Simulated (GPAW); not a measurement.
# 1T-TiTe2 monolayer: work function by functional and basis, part 2 of 2

How far do functional and basis move the work function of 1T-TiTe2 monolayer?

GPAW 26.7.0; GPAW, PAW setups; layer in a repeated cell with vacuum, relaxation of atoms and in-plane cell (the session's first sound run).

So far, upper work function (eV): step 3 (plane waves, PBE) 4.88; step 6 (self-consistent run: xc = "RPBE") 4.76; step 7 (self-consistent run: xc = "vdW-DF2", GPAW, PAW setups, GPAW) 5.16; step 8 (OptPBE vdW: xc = "optPBE-vdW", GPAW, PAW setups, GPAW) 5.06; step 9 (real-space grid: mode = "fd", PBE, GPAW) 4.88.

## Step 10: Atomic orbitals: mode = "lcao"

Level of this step: GPAW, PAW setups; slab in vacuum (GPAW).

Atom-centred orbitals end a few angstrom from the surface, which tests how much the density's tail matters.

run.py

```python
import json
import numpy as np
from ase import Atoms
from gpaw import GPAW

slab = Atoms(
    ['Te', 'Ti', 'Te'],
    positions=[
        [1.86847, 1.07876, 9.00000],
        [-0.00000, 0.00000, 10.75143],
        [-0.00000, 2.15752, 12.50285]],
    cell=[[3.73695, -0.0, 0.0], [-1.86847, 3.2363, 0.0], [0.0, 0.0, 21.5029]],
    pbc=[True, True, False])

slab.calc = GPAW(mode='lcao', basis='dzp', h=0.18, xc='PBE', kpts={'size': (9, 9, 1), 'gamma': True},
                 occupations={'name': 'fermi-dirac', 'width': 0.05}, nbands='120%',
                 convergence={'density': 1e-05}, maxiter=200,
                 poissonsolver={'dipolelayer': 'xy'},
                 symmetry={'tolerance': 1e-3}, txt='slab.txt')
result = {}
energy = slab.get_potential_energy()
fermi = slab.calc.get_fermi_level()
v = slab.calc.get_electrostatic_potential().mean((0, 1)) - fermi
n = slab.calc.get_pseudo_density().mean((0, 1))
L = slab.cell[2, 2]
z = np.arange(len(v)) * L / len(v)
low, high = slab.positions[:, 2].min(), slab.positions[:, 2].max()
below, above = np.interp([low - 6.8, high + 6.8], z, v)
slopes = [np.interp(x, z, np.gradient(v, z)) for x in (low - 6.8, high + 6.8)]
eps = np.array([[slab.calc.get_eigenvalues(k, s) for k in range(len(slab.calc.get_ibz_k_points()))]
                for s in range(slab.calc.get_number_of_spins())]) - fermi
top, bottom = eps[eps < 0].max(), eps[eps > 0].min()
dipole = slab.get_dipole_moment()[2]
print(f'energy {energy:.4f} eV, Fermi level {fermi:.4f} eV, dipole {dipole:.5f} e A')
print(f'potential 6.8 A off the faces, from the Fermi level: lower {below:.4f} eV, upper {above:.4f} eV')
print(f'slope of the potential there: lower {slopes[0]:.5f}, upper {slopes[1]:.5f} eV/A')
print(f'nearest levels on the mesh: {top:.4f} and {bottom:.4f} eV')
print('magnetic moment', round(slab.get_magnetic_moment(), 3))
result.update(energy=energy, fermi=fermi, dipole=dipole, below=below, above=above, slopes=slopes, edges=[top, bottom],
              z=z.tolist(), v=v.tolist(), n=n.tolist(), positions=slab.positions.tolist(),
              forces=slab.get_forces(apply_constraint=False).tolist(), moments=slab.get_magnetic_moments().tolist())
json.dump(result, open('result.json', 'w'))
```

Command:

```
$ OMP_NUM_THREADS=1 OPENBLAS_NUM_THREADS=1 python run.py
```

Log:

```text
energy -14.4130 eV, Fermi level -4.7406 eV, dipole -0.00055 e A
potential 6.8 A off the faces, from the Fermi level: lower 4.7365 eV, upper 4.7447 eV
slope of the potential there: lower 0.00000, upper 0.00000 eV/A
nearest levels on the mesh: -0.0799 and 0.0366 eV
magnetic moment 0.0
```

Run time: 39 s. Hardware: 1 thread of Arm Neoverse V1, shared host; peak memory 0.25 GiB.

This step gave:

| Quantity | Value |
| --- | --- |
| levels nearest the Fermi level on the mesh | -0.07987, 0.03659 eV from the Fermi level |
| upper work function | 4.745 eV |
| lower work function | 4.736 eV |

Table of electrostatic potential energy of an electron (without an applied field's), less the Fermi level, planar mean by z:

z (Å), electrostatic potential energy of an electron (without an applied field's), less the Fermi level, planar mean (eV) and a bar from the least value:
```
      0.0        4.7 ##############################
      0.5        4.7 ##############################
      1.0        4.7 ##############################
      1.5        4.7 ##############################
      2.0        4.7 ##############################
      2.5        4.7 ##############################
      3.0        4.7 ##############################
      3.5        4.7 ##############################
      4.0        4.7 ##############################
      4.5        4.7 ##############################
      5.0        4.7 ##############################
      5.5        4.7 ##############################
      6.0        4.7 ##############################
      6.5        4.7 ##############################
      7.0        4.6 ##############################
      7.5        4.0 #############################
      8.0        1.3 ##########################
      8.5       -7.5 ##############
      9.0      -17.9 
      9.5       -8.8 ############
     10.0       -3.7 ###################
     10.5       -9.6 ###########
     11.0       -9.6 ###########
     11.5       -3.7 ###################
     12.0       -8.8 ############
     12.5      -17.9 
     13.0       -7.6 ##############
     13.5        1.3 #########################
     14.0        4.0 #############################
     14.5        4.6 ##############################
     15.0        4.7 ##############################
     15.5        4.7 ##############################
     16.0        4.7 ##############################
     16.5        4.7 ##############################
     17.0        4.7 ##############################
     17.5        4.7 ##############################
     18.0        4.7 ##############################
     18.5        4.7 ##############################
     19.0        4.7 ##############################
     19.5        4.7 ##############################
     20.0        4.7 ##############################
     20.5        4.7 ##############################
     21.0        4.7 ##############################
```

The upper face's work function is 4.745 eV, against 4.875 eV in the first plane-wave PBE run at this geometry.

## Step 11: The ladder

Times are for 1 thread of Arm Neoverse V1, shared host. The series side by side:

| no. | run | upper work function (eV) | lower work function (eV) | time | memory (GiB) |
| --- | --- | --- | --- | --- | --- |
| 1 | pw | 4.875 | 4.867 | 28 s | 0.2 |
| 2 | LDA | 5.169 | 5.160 | 27 s | 0.19 |
| 3 | revPBE | 4.770 | 4.761 | 30 s | 0.2 |
| 4 | RPBE | 4.763 | 4.755 | 28 s | 0.2 |
| 5 | vdW DF2 | 5.161 | 5.153 | 42 s | 0.37 |
| 6 | optPBE vdW | 5.058 | 5.050 | 43 s | 0.37 |
| 7 | fd | 4.881 | 4.872 | 58 s | 0.37 |
| 8 | lcao | 4.745 | 4.736 | 39 s | 0.25 |

## Step 12: Side by side

Results and costs are gathered.

This step: comparison of work functions, dipole and cost (GPAW 26.7.0).

Ladder, by row:

| step | code | work function, upper (eV) | work function, lower (eV) | dipole (e Å) | wall time (s) | peak memory (GiB) | threads |
| --- | --- | --- | --- | --- | --- | --- | --- |
| pw | GPAW | 4.875 | 4.867 | -0.001161 | 28.14 | 0.2 | 1 |
| LDA | GPAW | 5.169 | 5.16 | -0.001174 | 26.57 | 0.19 | 1 |
| revPBE | GPAW | 4.77 | 4.761 | -0.001158 | 29.58 | 0.2 | 1 |
| RPBE | GPAW | 4.763 | 4.755 | -0.001157 | 28.37 | 0.2 | 1 |
| vdW-DF2 | GPAW | 5.161 | 5.153 | -0.001157 | 42.17 | 0.37 | 1 |
| optPBE-vdW | GPAW | 5.058 | 5.05 | -0.001157 | 43.03 | 0.37 | 1 |
| fd | GPAW | 4.881 | 4.872 | -5.52e-4 | 57.63 | 0.37 | 1 |
| lcao | GPAW | 4.745 | 4.736 | -5.52e-4 | 39.41 | 0.25 | 1 |

## Step 13: A changed run

One more run, with changed settings.

This step: GPAW, PAW setups; slab in vacuum (GPAW 26.7.0).

Changes to run.py since step 10:

```diff
@@ -3,3 +3,3 @@
 from ase import Atoms
-from gpaw import GPAW
+from gpaw import GPAW, PW
 
@@ -14,5 +14,5 @@
 
-slab.calc = GPAW(mode='lcao', basis='dzp', h=0.18, xc='PBE', kpts={'size': (9, 9, 1), 'gamma': True},
-                 occupations={'name': 'fermi-dirac', 'width': 0.05}, nbands='120%',
-                 convergence={'density': 1e-05}, maxiter=200,
+slab.calc = GPAW(mode=PW(400), xc='PBE', kpts={'size': (9, 9, 1), 'gamma': True},
+                 occupations={'name': 'fermi-dirac', 'width': 0.05}, nbands='160%',
+                 convergence={'density': 1e-05}, maxiter=3,
                  poissonsolver={'dipolelayer': 'xy'},
```

Log:

```text
gpaw.KohnShamConvergenceError
```

Elapsed: 8.2 s, on 1 thread; peak memory 0.2 GiB.

No converged result was reached; the numbers in the log don't describe the system.

The fault put into the input: too few SCF iterations (maxiter = 3).

## Step 14: Outcome

| Item | Value |
| --- | --- |
| work function, upper and lower face | 4.875 and 4.867 eV |
| dipole along the normal | -0.0012 e Å, near the numerical noise |

With plane waves and PBE the work function is 4.88 eV on the upper face and 4.87 eV on the lower. Over the sound runs of the table the upper face's work function spans 4.745 (lcao) to 5.169 eV (LDA). Atomic orbitals miss the plane-wave value by -0.13 eV, since they describe the tail of the density in the vacuum poorly. The small printed dipole stands for a step of 17 meV from the lower to the upper face, and the probes find 8.3 meV; values this small are near the numerical noise of both. The runs had no spin polarisation, so a magnetic state, which thin layers of d-metal atoms can have, wasn't tested. The layer's cell and atoms come from the relaxation; spin-orbit coupling and temperature are left out.

[Logs are printed without paths, hosts, clocks, repeated set-up lines and the standing remarks that a program may print on its own settings, such as how far it seeks lower states.]

[Hosts, paths, dates, database ids (printed as entryN), source tags and the programs' standing remarks are cut or masked in the printed files.]
